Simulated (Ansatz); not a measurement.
# How W(100) screens a field

Aim: image plane and induced charge of W(100).

Calculated with Ansatz 0.2.0; plane-wave DFT, LDA, Ansatz PAW.

## Step 1: Starting point

The cell holds 6 atoms: 6 W. Cell: a = 3.160 Å, b = 3.160 Å, c = 25.900 Å, α = 90.0°, β = 90.0°, γ = 90.0°. Vacuum lies along c.

## Step 2: Single point, field 0

A sawtooth potential applies the field, turning back in the middle of the vacuum. With the dipole correction the typed value is the field outside the slab. The induced dipole is small, so the SCF threshold is tight.

File input.yaml:

```yaml
crystal:
  lattice:
    - [3.16, 0.0, 0.0]
    - [0.0, 3.16, 0.0]
    - [0.0, 0.0, 25.9]
  atoms:
    - { symbol: W, position: [0.5, 0.5, 0.3474903475] }
    - { symbol: W, position: [0.0, 0.0, 0.4084942085] }
    - { symbol: W, position: [0.5, 0.5, 0.4694980695] }
    - { symbol: W, position: [0.0, 0.0, 0.5305019305] }
    - { symbol: W, position: [0.5, 0.5, 0.5915057915] }
    - { symbol: W, position: [0.0, 0.0, 0.6525096525] }
kpoints:
  mp_grid: { grid: [16, 16, 1] }
hamiltonian:
  xc: lda
scf:
  occupations: { method: fermi_dirac, width: 0.1 }
  convergence: { dr2_threshold: 1.0e-10 }
efield:
  axis: 3
  dipole_correction: true
  ramp_position: 0.97
  ramp_width: 0.06
  amplitude: 0
output:
  forces: true
  write_potential: true
  write_density: true
  volumetric_format: npy
```

Launch:

```bash
ansatz run input.yaml --threads 2 --pin off --max-ram 3072MiB --backend cpu --events-out ev --progress --plain --runs-dir out
```

The program printed:

```text
Engine: ansatz 0.2.0, aarch64-unknown-linux-gnu
Pseudopotentials: kind: paw
Pseudopotential: W, paw, valence charge 14, recommended cutoff 420 eV (normal), W.paw.azcp
Functional definition: SPW92
  exchange = slater_x
  correlation = pw_c
Crystal: 6 atoms, lattice volume = 258.627 Å³
Basis set: ecut = 420 eV, 5103 PW (Γ)
Bands: 51, of which v1, the nominal top of the filled ones, is band 42 counted from 1 (41 counted from 0)
Symmetry: 8 space group operations
k-points: 45 of 256
Non-local potential: W, projectors of the file, l = 0: 3, l = 1: 2, l = 2: 2, l = 3: 1
PAW form: soft (Blöchl's): semilocal exchange-correlation on the pseudo side does not see the compensation charge
PAW frozen core: W, regenerated for the run's functional, and the local potential with it (the file was generated under x = pbe(κ = 0.804, μ = 0.219515), c = pbe(β = 0.066725))
PAW one-centre angular grid: W, 590 points (default); XC on 64 Gauss nodes
Initial density: superposition of atomic densities (neutral atoms: chi_scale 0, normalization atom), corrected by the library's trained network
Initial wavefunctions: pseudopotential atomic-orbital guess
Functional: x = slater, c = lda
SCF iter   1: F=—  HF=-60773.176549 eV  |F-HF|=—  |Δ(HF+E_count)|=         —  Δρ=6.54e-3  dr2=5.52e-1  ethr=1.77e-3  p=-0.000 e·Å  D=-2.03e-14 V/Å  ΔV_dip=0.00 eV  dr2_dipole=2.20e-6  V_vac-E_F(+/−)=4.71/4.71 eV  ⟨swp⟩=8.7  Hψ=10908  notcnv=0
efield: sawtooth ramp at fractional position 0.9700 (set: `efield.ramp_position`, or a place that a band, a saddle search or an elastic batch's reference lends), width 0.0600; the density the first Hamiltonian is built on has a dipole p = -0.000 e·Å; the dipole correction subtracts the counter field D = -2.03e-14 V/Å, which shifts the + side's vacuum level by +0.00 eV against the − side's; the planar-averaged density in the ramp window peaks in size at 1.1e-5 e/Å³
preconditioner: auto → LDOS  [metal: Δε(μ)=0.008 eV  Ē_g=4.409 eV  σ=0.100 eV  W_gap=0.02  n_scr=54 (ndim 8)  ℏωp=13.9 eV  f_vac=0.548  D(μ)=5.44/eV (n_scr^D=16)  β→1.0]
SCF iter   2: F=—  HF=-60773.128883 eV  |F-HF|=—  |Δ(HF+E_count)|=   4.77e-2  Δρ=3.19e-3  dr2=9.13e-2  ethr=6.57e-4  p=0.000 e·Å  D=1.11e-5 V/Å  ΔV_dip=-0.00 eV  dr2_dipole=2.40e-6  V_vac-E_F(+/−)=4.49/4.49 eV  ⟨swp⟩=2.6  Hψ=3584  notcnv=0
SCF iter   3: F=—  HF=-60773.125142 eV  |F-HF|=—  |Δ(HF+E_count)|=   3.74e-3  Δρ=1.54e-3  dr2=2.36e-2  ethr=1.09e-4  p=0.000 e·Å  D=3.34e-6 V/Å  ΔV_dip=-0.00 eV  dr2_dipole=1.67e-7  V_vac-E_F(+/−)=4.52/4.52 eV  ⟨swp⟩=2.0  Hψ=3255  notcnv=0
SCF iter   4: F=—  HF=-60773.123061 eV  |F-HF|=—  |Δ(HF+E_count)|=   2.08e-3  Δρ=3.65e-4  dr2=7.36e-4  ethr=2.81e-5  p=-0.000 e·Å  D=-1.72e-7 V/Å  ΔV_dip=0.00 eV  dr2_dipole=6.67e-10  V_vac-E_F(+/−)=4.51/4.51 eV  ⟨swp⟩=2.1  Hψ=3032  notcnv=0
SCF iter   5: F=—  HF=-60773.123005 eV  |F-HF|=—  |Δ(HF+E_count)|=   5.67e-5  Δρ=1.64e-4  dr2=1.10e-4  ethr=8.76e-7  p=-0.000 e·Å  D=-3.22e-7 V/Å  ΔV_dip=0.00 eV  dr2_dipole=1.29e-9  V_vac-E_F(+/−)=4.50/4.50 eV  ⟨swp⟩=3.5  Hψ=4342  notcnv=0
SCF iter   6: F=—  HF=-60773.123018 eV  |F-HF|=—  |Δ(HF+E_count)|=   1.34e-5  Δρ=3.98e-5  dr2=7.51e-6  ethr=1.31e-7  p=-0.000 e·Å  D=-2.36e-7 V/Å  ΔV_dip=0.00 eV  dr2_dipole=1.10e-9  V_vac-E_F(+/−)=4.50/4.50 eV  ⟨swp⟩=2.0  Hψ=3090  notcnv=0
SCF iter   7: F=—  HF=-60773.123122 eV  |F-HF|=—  |Δ(HF+E_count)|=   1.04e-4  Δρ=1.09e-5  dr2=4.08e-7  ethr=8.94e-9  p=-0.000 e·Å  D=-4.16e-8 V/Å  ΔV_dip=0.00 eV  dr2_dipole=4.68e-11  V_vac-E_F(+/−)=4.50/4.50 eV  ⟨swp⟩=2.1  Hψ=3180  notcnv=0
SCF iter   8: F=—  HF=-60773.123122 eV  |F-HF|=—  |Δ(HF+E_count)|=   4.25e-7  Δρ=3.00e-6  dr2=3.15e-8  ethr=4.86e-10  p=0.000 e·Å  D=1.05e-8 V/Å  ΔV_dip=-0.00 eV  dr2_dipole=6.37e-13  V_vac-E_F(+/−)=4.50/4.50 eV  ⟨swp⟩=3.1  Hψ=4620  notcnv=0
SCF iter   9: F=—  HF=-60773.123122 eV  |F-HF|=—  |Δ(HF+E_count)|=   4.25e-8  Δρ=8.37e-7  dr2=4.17e-9  ethr=3.75e-11  p=0.000 e·Å  D=9.46e-9 V/Å  ΔV_dip=-0.00 eV  dr2_dipole=2.06e-12  V_vac-E_F(+/−)=4.50/4.50 eV  ⟨swp⟩=2.9  Hψ=4602  notcnv=0
SCF iter  10: F=—  HF=-60773.123122 eV  |F-HF|=—  |Δ(HF+E_count)|=   2.16e-9  Δρ=2.57e-7  dr2=3.34e-10  ethr=4.96e-12  p=0.000 e·Å  D=1.77e-9 V/Å  ΔV_dip=-0.00 eV  dr2_dipole=1.22e-13  V_vac-E_F(+/−)=4.50/4.50 eV  ⟨swp⟩=3.0  Hψ=4603  notcnv=0
SCF iter  11: F=-60773.123122 eV  HF=-60773.123122 eV  |F-HF|=2.18e-11  |Δ(HF+E_count)|=  8.00e-10  Δρ=1.16e-7  dr2=6.32e-11  ethr=1.00e-12  p=0.000 e·Å  D=5.11e-10 V/Å  ΔV_dip=-0.00 eV  dr2_dipole=3.69e-13  V_vac-E_F(+/−)=4.50/4.50 eV  ⟨swp⟩=11.5  Hψ=14956  notcnv=0
SCF 1 converged in 11 iterations: F = -60773.123122 eV  dr2 = 6.32e-11
  greatest PAW one-centre occupation: 1.000 electrons in one spin orbital (limit 2), on the W atom at site 1 (counted from 0), in its partial waves of l = 0
WARN: The output density's exchange-correlation potential varies sharply where the density is thin. Do not read a vacuum level from v_tot or v_xc, or from such a field of the output density. On a cell that repeats whose density bears no net charge and no dipole along the vacuum's axis use v_es (v_loc + v_h of the components); under efield.dipole_correction with no amplitude use v_es + v_field, which holds any externa [...]
SCF converged after 11 iterations
Free energy (F): -60773.123122 eV
Harris-Foulkes:  -60773.123122 eV  (|F-HF|=2.18e-11)
Internal energy: -60772.932283 eV  (E = F + TS)
E sigma→0 (E₀):  -60773.027703 eV
Entropy (-TS):   -0.190839 eV (-31.806 meV/atom)
Fermi energy:    5.389350 eV
Dipole field:    D = -0.000001 V/Å  (p = -0.000001 e·Å, saw-weighted, corrected)
Work function:   Φ+ = 4.4972 eV   Φ− = 4.4972 eV
Levels:          The Fermi level and band energies are counted from a zero that moves with the ramp; work functions are not
--- Per-component energies (eV) ---
  E_band       = -1907.464686
  E_kinetic    = 2688.877680
  E_local      = -115117.447136  (includes V_loc(G=0)·N_el)
  E_nonlocal   = 43.210360
  E_hartree    = 56340.412344
  E_xc         = -1581.068084
  E_vxc        = -1421.935626  (∫ρ·V_xc dr)
  E_paw        = -49857.938031  (= ΣΔE_a)
  E_vpaw       = -780.995086  (= ΣTr[D̂ρ^β])
  E_aug_tail   = -0.000370  (compensation charges beyond the density's cutoff)
  E_efield     = 0.000000  (sawtooth field / dipole correction)
  E_vefield    = 0.000000  (∫n·V_field dr)
  E_ewald      = 46709.322034
  E_core_change = 1.698918  (= ΣΔE_core)
  E_smearing   = -0.190839  (= −TS)
  E_closure    = -0.000000  (closes the sum)
  Σ components = -60773.123122   (vs F -60773.123122, Δ=0.00e0)
--- Forces (eV/Å), atoms counted from 1 ---
  atom   1  W      0.00000000     0.00000000     2.25939603
  atom   2  W     -0.00000000     0.00000000    -1.65122146
  atom   3  W      0.00000000     0.00000000    -0.00477362
  atom   4  W     -0.00000000     0.00000000     0.00477386
  atom   5  W      0.00000000     0.00000000     1.65122001
  atom   6  W     -0.00000000     0.00000000    -2.25939327
  max |Σ_I F_I| component: 1.55e-6 eV/Å
--- Band table (eV; the first three rows and the last of 45) ---
  k-point 0: bands = [... 38 lower, 4.5466, 5.0742, 5.0742, 5.0786, 5.1231, 5.3649, 5.6398, 6.0816, ... 5 higher]
  k-point 1: bands = [... 38 lower, 4.7341, 4.8170, 4.8839, 5.0352, 5.3038, 5.6602, 5.7834, 5.8088, ... 5 higher]
  k-point 2: bands = [... 38 lower, 4.6314, 4.7122, 4.7753, 5.1733, 5.5632, 5.5953, 5.8618, 6.1520, ... 5 higher]
  k-point 44: bands = [... 38 lower, 4.9933, 4.9933, 7.2726, 7.2726, 7.4107, 7.4107, 7.8030, 7.8030, ... 5 higher]
```

Run time: 46 s. Hardware: 2 threads of Arm Neoverse V1, shared host; peak memory 0.67 GiB.

Numbers from this step:

```yaml
energy_at_zero_smearing: -60773.0277 eV
work_function_upper_face: 4.497 eV
dipole_along_the_normal: -1.03e-6 e·Å
```

Running mean over 1.58 Å of the planar mean; the ramp of the sawtooth is left out. Table of electron's electrostatic potential energy less the Fermi level by z:

z (Å), electron's electrostatic potential energy less the Fermi level (eV) and a bar from the least value:
```
      3.5        4.5 ##############################
      4.0        4.5 ##############################
      4.5        4.5 ##############################
      5.0        4.5 ##############################
      5.5        4.5 ##############################
      6.0        4.4 ##############################
      6.5        4.2 ##############################
      7.0        3.7 #############################
      7.5        2.0 ##########################
      8.0       -2.3 ##################
      8.5       -7.7 ########
      9.0      -11.0 ##
      9.5      -11.9 #
     10.0      -12.1 #
     10.5      -12.2 
     11.0      -12.4 
     11.5      -12.4 
     12.0      -12.4 
     12.5      -12.3 
     13.0      -12.3 
     13.5      -12.3 
     14.0      -12.4 
     14.5      -12.4 
     15.0      -12.4 
     15.5      -12.2 
     16.0      -12.0 #
     16.5      -11.8 #
     17.0      -10.6 ###
     17.5       -6.7 ##########
     18.0       -1.2 ####################
     18.5        2.5 ##########################
     19.0        3.8 #############################
     19.5        4.3 ##############################
     20.0        4.4 ##############################
     20.5        4.5 ##############################
     21.0        4.5 ##############################
     21.5        4.5 ##############################
     22.0        4.5 ##############################
     22.5        4.5 ##############################
```

Force by atom:

```tsv
atom	x (eV/Å)	y (eV/Å)	z (eV/Å)	size
W1	0.00	0.00	2.26	2.26
W2	0.00	0.00	-1.65	1.65
W3	0.00	0.00	0.00	0.00
W4	0.00	0.00	0.00	0.00
W5	0.00	0.00	1.65	1.65
W6	0.00	0.00	-2.26	2.26
```

The work function of the upper face is 4.50 eV.

## Step 3: Atoms held, field 0.05 V/Å

Changes to input.yaml since step 2:

```diff
@@ -24,3 +24,3 @@
   ramp_width: 0.06
-  amplitude: 0
+  amplitude: 0.05
 output:
```

The program printed:

```text
[...]
Crystal: 6 atoms, lattice volume = 258.627 Å³
Basis set: ecut = 420 eV, 5103 PW (Γ)
Bands: 51, of which v1, the nominal top of the filled ones, is band 42 counted from 1 (41 counted from 0)
Symmetry: 8 space group operations
k-points: 45 of 256
[...]
k-point 0: bands = [... 38 lower, 4.5464, 5.0740, 5.0740, 5.0759, 5.1254, 5.3647, 5.6396, 6.0814, ... 5 higher]
  k-point 1: bands = [... 38 lower, 4.7339, 4.8168, 4.8835, 5.0350, 5.3038, 5.6600, 5.7832, 5.8086, ... 5 higher]
  k-point 2: bands = [... 38 lower, 4.6312, 4.7117, 4.7753, 5.1731, 5.5630, 5.5951, 5.8616, 6.1518, ... 5 higher]
  k-point 44: bands = [... 38 lower, 4.9931, 4.9931, 7.2712, 7.2737, 7.4105, 7.4105, 7.8028, 7.8028, ... 5 higher]
[key lines of the parts left out:]
SCF converged after 13 iterations
Free energy (F): -60773.123948 eV
Fermi energy:    5.389153 eV
Dipole field:    D = 0.023123 V/Å  (p = 0.033049 e·Å, saw-weighted, corrected)
```

The job ended after 56 s (2 threads; peak memory 0.66 GiB).

The dipole is 0.0330 e·Å.

## Step 4: Single point, field -0.05 V/Å

Changes to input.yaml since step 3:

```diff
@@ -24,3 +24,3 @@
   ramp_width: 0.06
-  amplitude: 0.05
+  amplitude: -0.05
 output:
```

The program printed:

```text
[...]
Crystal: 6 atoms, lattice volume = 258.627 Å³
Basis set: ecut = 420 eV, 5103 PW (Γ)
Bands: 51, of which v1, the nominal top of the filled ones, is band 42 counted from 1 (41 counted from 0)
Symmetry: 8 space group operations
k-points: 45 of 256
[...]
k-point 0: bands = [... 38 lower, 4.5464, 5.0740, 5.0740, 5.0759, 5.1254, 5.3647, 5.6396, 6.0814, ... 5 higher]
  k-point 1: bands = [... 38 lower, 4.7339, 4.8168, 4.8835, 5.0350, 5.3038, 5.6600, 5.7832, 5.8086, ... 5 higher]
  k-point 2: bands = [... 38 lower, 4.6312, 4.7117, 4.7753, 5.1731, 5.5630, 5.5951, 5.8616, 6.1518, ... 5 higher]
  k-point 44: bands = [... 38 lower, 4.9931, 4.9931, 7.2712, 7.2737, 7.4105, 7.4105, 7.8028, 7.8028, ... 5 higher]
[key lines of the parts left out:]
SCF converged after 13 iterations
Free energy (F): -60773.123948 eV
Fermi energy:    5.389153 eV
Dipole field:    D = -0.023123 V/Å  (p = -0.033049 e·Å, saw-weighted, corrected)
```

It took 54 s on 2 threads; peak memory 0.66 GiB; 1.8 min of CPU time.

The dipole is -0.0330 e·Å.

## Step 5: Single point, field 0.1 V/Å

Changes to input.yaml since step 4:

```diff
@@ -24,3 +24,3 @@
   ramp_width: 0.06
-  amplitude: -0.05
+  amplitude: 0.1
 output:
```

The program printed:

```text
[...]
Crystal: 6 atoms, lattice volume = 258.627 Å³
Basis set: ecut = 420 eV, 5103 PW (Γ)
Bands: 51, of which v1, the nominal top of the filled ones, is band 42 counted from 1 (41 counted from 0)
Symmetry: 8 space group operations
k-points: 45 of 256
[...]
k-point 0: bands = [... 38 lower, 4.5458, 5.0689, 5.0734, 5.0734, 5.1311, 5.3641, 5.6390, 6.0808, ... 5 higher]
  k-point 1: bands = [... 38 lower, 4.7333, 4.8162, 4.8821, 5.0345, 5.3037, 5.6594, 5.7826, 5.8080, ... 5 higher]
  k-point 2: bands = [... 38 lower, 4.6306, 4.7105, 4.7751, 5.1724, 5.5625, 5.5945, 5.8610, 6.1512, ... 5 higher]
  k-point 44: bands = [... 38 lower, 4.9925, 4.9925, 7.2693, 7.2744, 7.4099, 7.4099, 7.8023, 7.8023, ... 5 higher]
[key lines of the parts left out:]
SCF converged after 13 iterations
Free energy (F): -60773.126427 eV
Fermi energy:    5.388565 eV
Dipole field:    D = 0.046249 V/Å  (p = 0.066102 e·Å, saw-weighted, corrected)
```

It took 57 s on 2 threads; peak memory 0.66 GiB.

The dipole is 0.0661 e·Å.

## Step 6: Single point, field -0.1 V/Å

Changes to input.yaml since step 5:

```diff
@@ -24,3 +24,3 @@
   ramp_width: 0.06
-  amplitude: 0.1
+  amplitude: -0.1
 output:
```

The program printed:

```text
[...]
Crystal: 6 atoms, lattice volume = 258.627 Å³
Basis set: ecut = 420 eV, 5103 PW (Γ)
Bands: 51, of which v1, the nominal top of the filled ones, is band 42 counted from 1 (41 counted from 0)
Symmetry: 8 space group operations
k-points: 45 of 256
[...]
k-point 0: bands = [... 38 lower, 4.5458, 5.0689, 5.0734, 5.0734, 5.1311, 5.3641, 5.6390, 6.0808, ... 5 higher]
  k-point 1: bands = [... 38 lower, 4.7333, 4.8162, 4.8821, 5.0345, 5.3037, 5.6594, 5.7826, 5.8080, ... 5 higher]
  k-point 2: bands = [... 38 lower, 4.6306, 4.7105, 4.7751, 5.1724, 5.5625, 5.5945, 5.8610, 6.1512, ... 5 higher]
  k-point 44: bands = [... 38 lower, 4.9925, 4.9925, 7.2693, 7.2744, 7.4099, 7.4099, 7.8023, 7.8023, ... 5 higher]
[key lines of the parts left out:]
SCF converged after 13 iterations
Free energy (F): -60773.126427 eV
Fermi energy:    5.388565 eV
Dipole field:    D = -0.046249 V/Å  (p = -0.066102 e·Å, saw-weighted, corrected)
```

Elapsed: 57 s, on 2 threads; peak memory 0.66 GiB; 1.9 min of CPU time.

The dipole is -0.0661 e·Å.

## Step 7: Atoms held, field 0.2 V/Å

Changes to input.yaml since step 6:

```diff
@@ -24,3 +24,3 @@
   ramp_width: 0.06
-  amplitude: -0.1
+  amplitude: 0.2
 output:
```

The program printed:

```text
[...]
Crystal: 6 atoms, lattice volume = 258.627 Å³
Basis set: ecut = 420 eV, 5103 PW (Γ)
Bands: 51, of which v1, the nominal top of the filled ones, is band 42 counted from 1 (41 counted from 0)
Symmetry: 8 space group operations
k-points: 45 of 256
[...]
k-point 0: bands = [... 38 lower, 4.5434, 5.0484, 5.0709, 5.0709, 5.1463, 5.3617, 5.6366, 6.0783, ... 5 higher]
  k-point 1: bands = [... 38 lower, 4.7309, 4.8138, 4.8766, 5.0324, 5.3036, 5.6570, 5.7802, 5.8056, ... 5 higher]
  k-point 2: bands = [... 38 lower, 4.6282, 4.7056, 4.7744, 5.1697, 5.5605, 5.5920, 5.8586, 6.1487, ... 5 higher]
  k-point 44: bands = [... 38 lower, 4.9901, 4.9901, 7.2644, 7.2745, 7.4076, 7.4076, 7.8000, 7.8000, ... 5 higher]
[key lines of the parts left out:]
SCF converged after 13 iterations
Free energy (F): -60773.136344 eV
Fermi energy:    5.386196 eV
Dipole field:    D = 0.092523 V/Å  (p = 0.132240 e·Å, saw-weighted, corrected)
```

Run time: 54 s. Hardware: 2 threads; peak memory 0.66 GiB.

The dipole is 0.132 e·Å.

## Step 8: Atoms held, field -0.2 V/Å

Changes to input.yaml since step 7:

```diff
@@ -24,3 +24,3 @@
   ramp_width: 0.06
-  amplitude: 0.2
+  amplitude: -0.2
 output:
```

The program printed:

```text
[...]
Crystal: 6 atoms, lattice volume = 258.627 Å³
Basis set: ecut = 420 eV, 5103 PW (Γ)
Bands: 51, of which v1, the nominal top of the filled ones, is band 42 counted from 1 (41 counted from 0)
Symmetry: 8 space group operations
k-points: 45 of 256
[...]
k-point 0: bands = [... 38 lower, 4.5434, 5.0484, 5.0709, 5.0709, 5.1463, 5.3617, 5.6366, 6.0783, ... 5 higher]
  k-point 1: bands = [... 38 lower, 4.7309, 4.8138, 4.8766, 5.0324, 5.3036, 5.6570, 5.7802, 5.8056, ... 5 higher]
  k-point 2: bands = [... 38 lower, 4.6282, 4.7056, 4.7744, 5.1697, 5.5605, 5.5920, 5.8586, 6.1487, ... 5 higher]
  k-point 44: bands = [... 38 lower, 4.9901, 4.9901, 7.2644, 7.2745, 7.4076, 7.4076, 7.8000, 7.8000, ... 5 higher]
[key lines of the parts left out:]
SCF converged after 13 iterations
Free energy (F): -60773.136344 eV
Fermi energy:    5.386196 eV
Dipole field:    D = -0.092523 V/Å  (p = -0.132239 e·Å, saw-weighted, corrected)
```

Elapsed: 51 s, on 2 threads; peak memory 0.66 GiB; 1.7 min of CPU time.

The dipole is -0.132 e·Å.

## Step 9: Atoms held, field 0.4 V/Å

Changes to input.yaml since step 8:

```diff
@@ -24,3 +24,3 @@
   ramp_width: 0.06
-  amplitude: -0.2
+  amplitude: 0.4
 output:
@@ -30 +30,2 @@
   volumetric_format: npy
+  elf: true
```

The program printed:

```text
[...]
Crystal: 6 atoms, lattice volume = 258.627 Å³
Basis set: ecut = 420 eV, 5103 PW (Γ)
Bands: 51, of which v1, the nominal top of the filled ones, is band 42 counted from 1 (41 counted from 0)
Symmetry: 8 space group operations
k-points: 45 of 256
[...]
k-point 0: bands = [... 38 lower, 4.5336, 4.9967, 5.0610, 5.0610, 5.1766, 5.3519, 5.6267, 6.0684, ... 5 higher]
  k-point 1: bands = [... 38 lower, 4.7211, 4.8039, 4.8547, 5.0237, 5.3025, 5.6471, 5.7702, 5.7957, ... 5 higher]
  k-point 2: bands = [... 38 lower, 4.6184, 4.6867, 4.7704, 5.1587, 5.5521, 5.5821, 5.8487, 6.1385, ... 5 higher]
  k-point 44: bands = [... 38 lower, 4.9803, 4.9803, 7.2498, 7.2699, 7.3980, 7.3980, 7.7906, 7.7906, ... 5 higher]
[key lines of the parts left out:]
SCF converged after 14 iterations
Free energy (F): -60773.176038 eV
Fermi energy:    5.376471 eV
Dipole field:    D = 0.185262 V/Å  (p = 0.264789 e·Å, saw-weighted, corrected)
```

Wall time 60 s (2 threads); peak memory 0.66 GiB; 2 min of CPU time.

Running mean over 1.58 Å of the planar mean, with the applied field; the ramp of the sawtooth is left out. The electron's electrostatic potential energy less the Fermi level by z:

z (Å), electron's electrostatic potential energy less the Fermi level (eV) and a bar from the least value:
```
        4        3.3 ##########################
        5        3.7 ###########################
        6        4.0 ###########################
        7        3.6 ##########################
        8       -2.3 #################
        9      -11.0 ##
       10      -12.1 
       11      -12.4 
       12      -12.4 
       13      -12.3 
       14      -12.4 
       15      -12.4 
       16      -12.0 #
       17      -10.6 ###
       18       -1.2 ##################
       19        4.0 ###########################
       20        4.9 #############################
       21        5.3 #############################
       22        5.7 ##############################
```

The dipole is 0.265 e·Å.

(Part 1 of 2 ends here.)

[Long decimals in the printed logs are rounded to 6 places.]

[Logs are printed without paths, hosts, clocks, repeated set-up lines and the standing remarks that a program may print on its own settings, such as how far it seeks lower states.]

[Hosts, paths, dates, database ids (printed as entryN), source tags and the programs' standing remarks are cut or masked in the printed files.]

[Maps of the electrostatic potential energy from Ansatz leave out the sawtooth potential of an applied field or a dipole correction, so their vacuum need not be flat; planar profiles and work functions include it.]
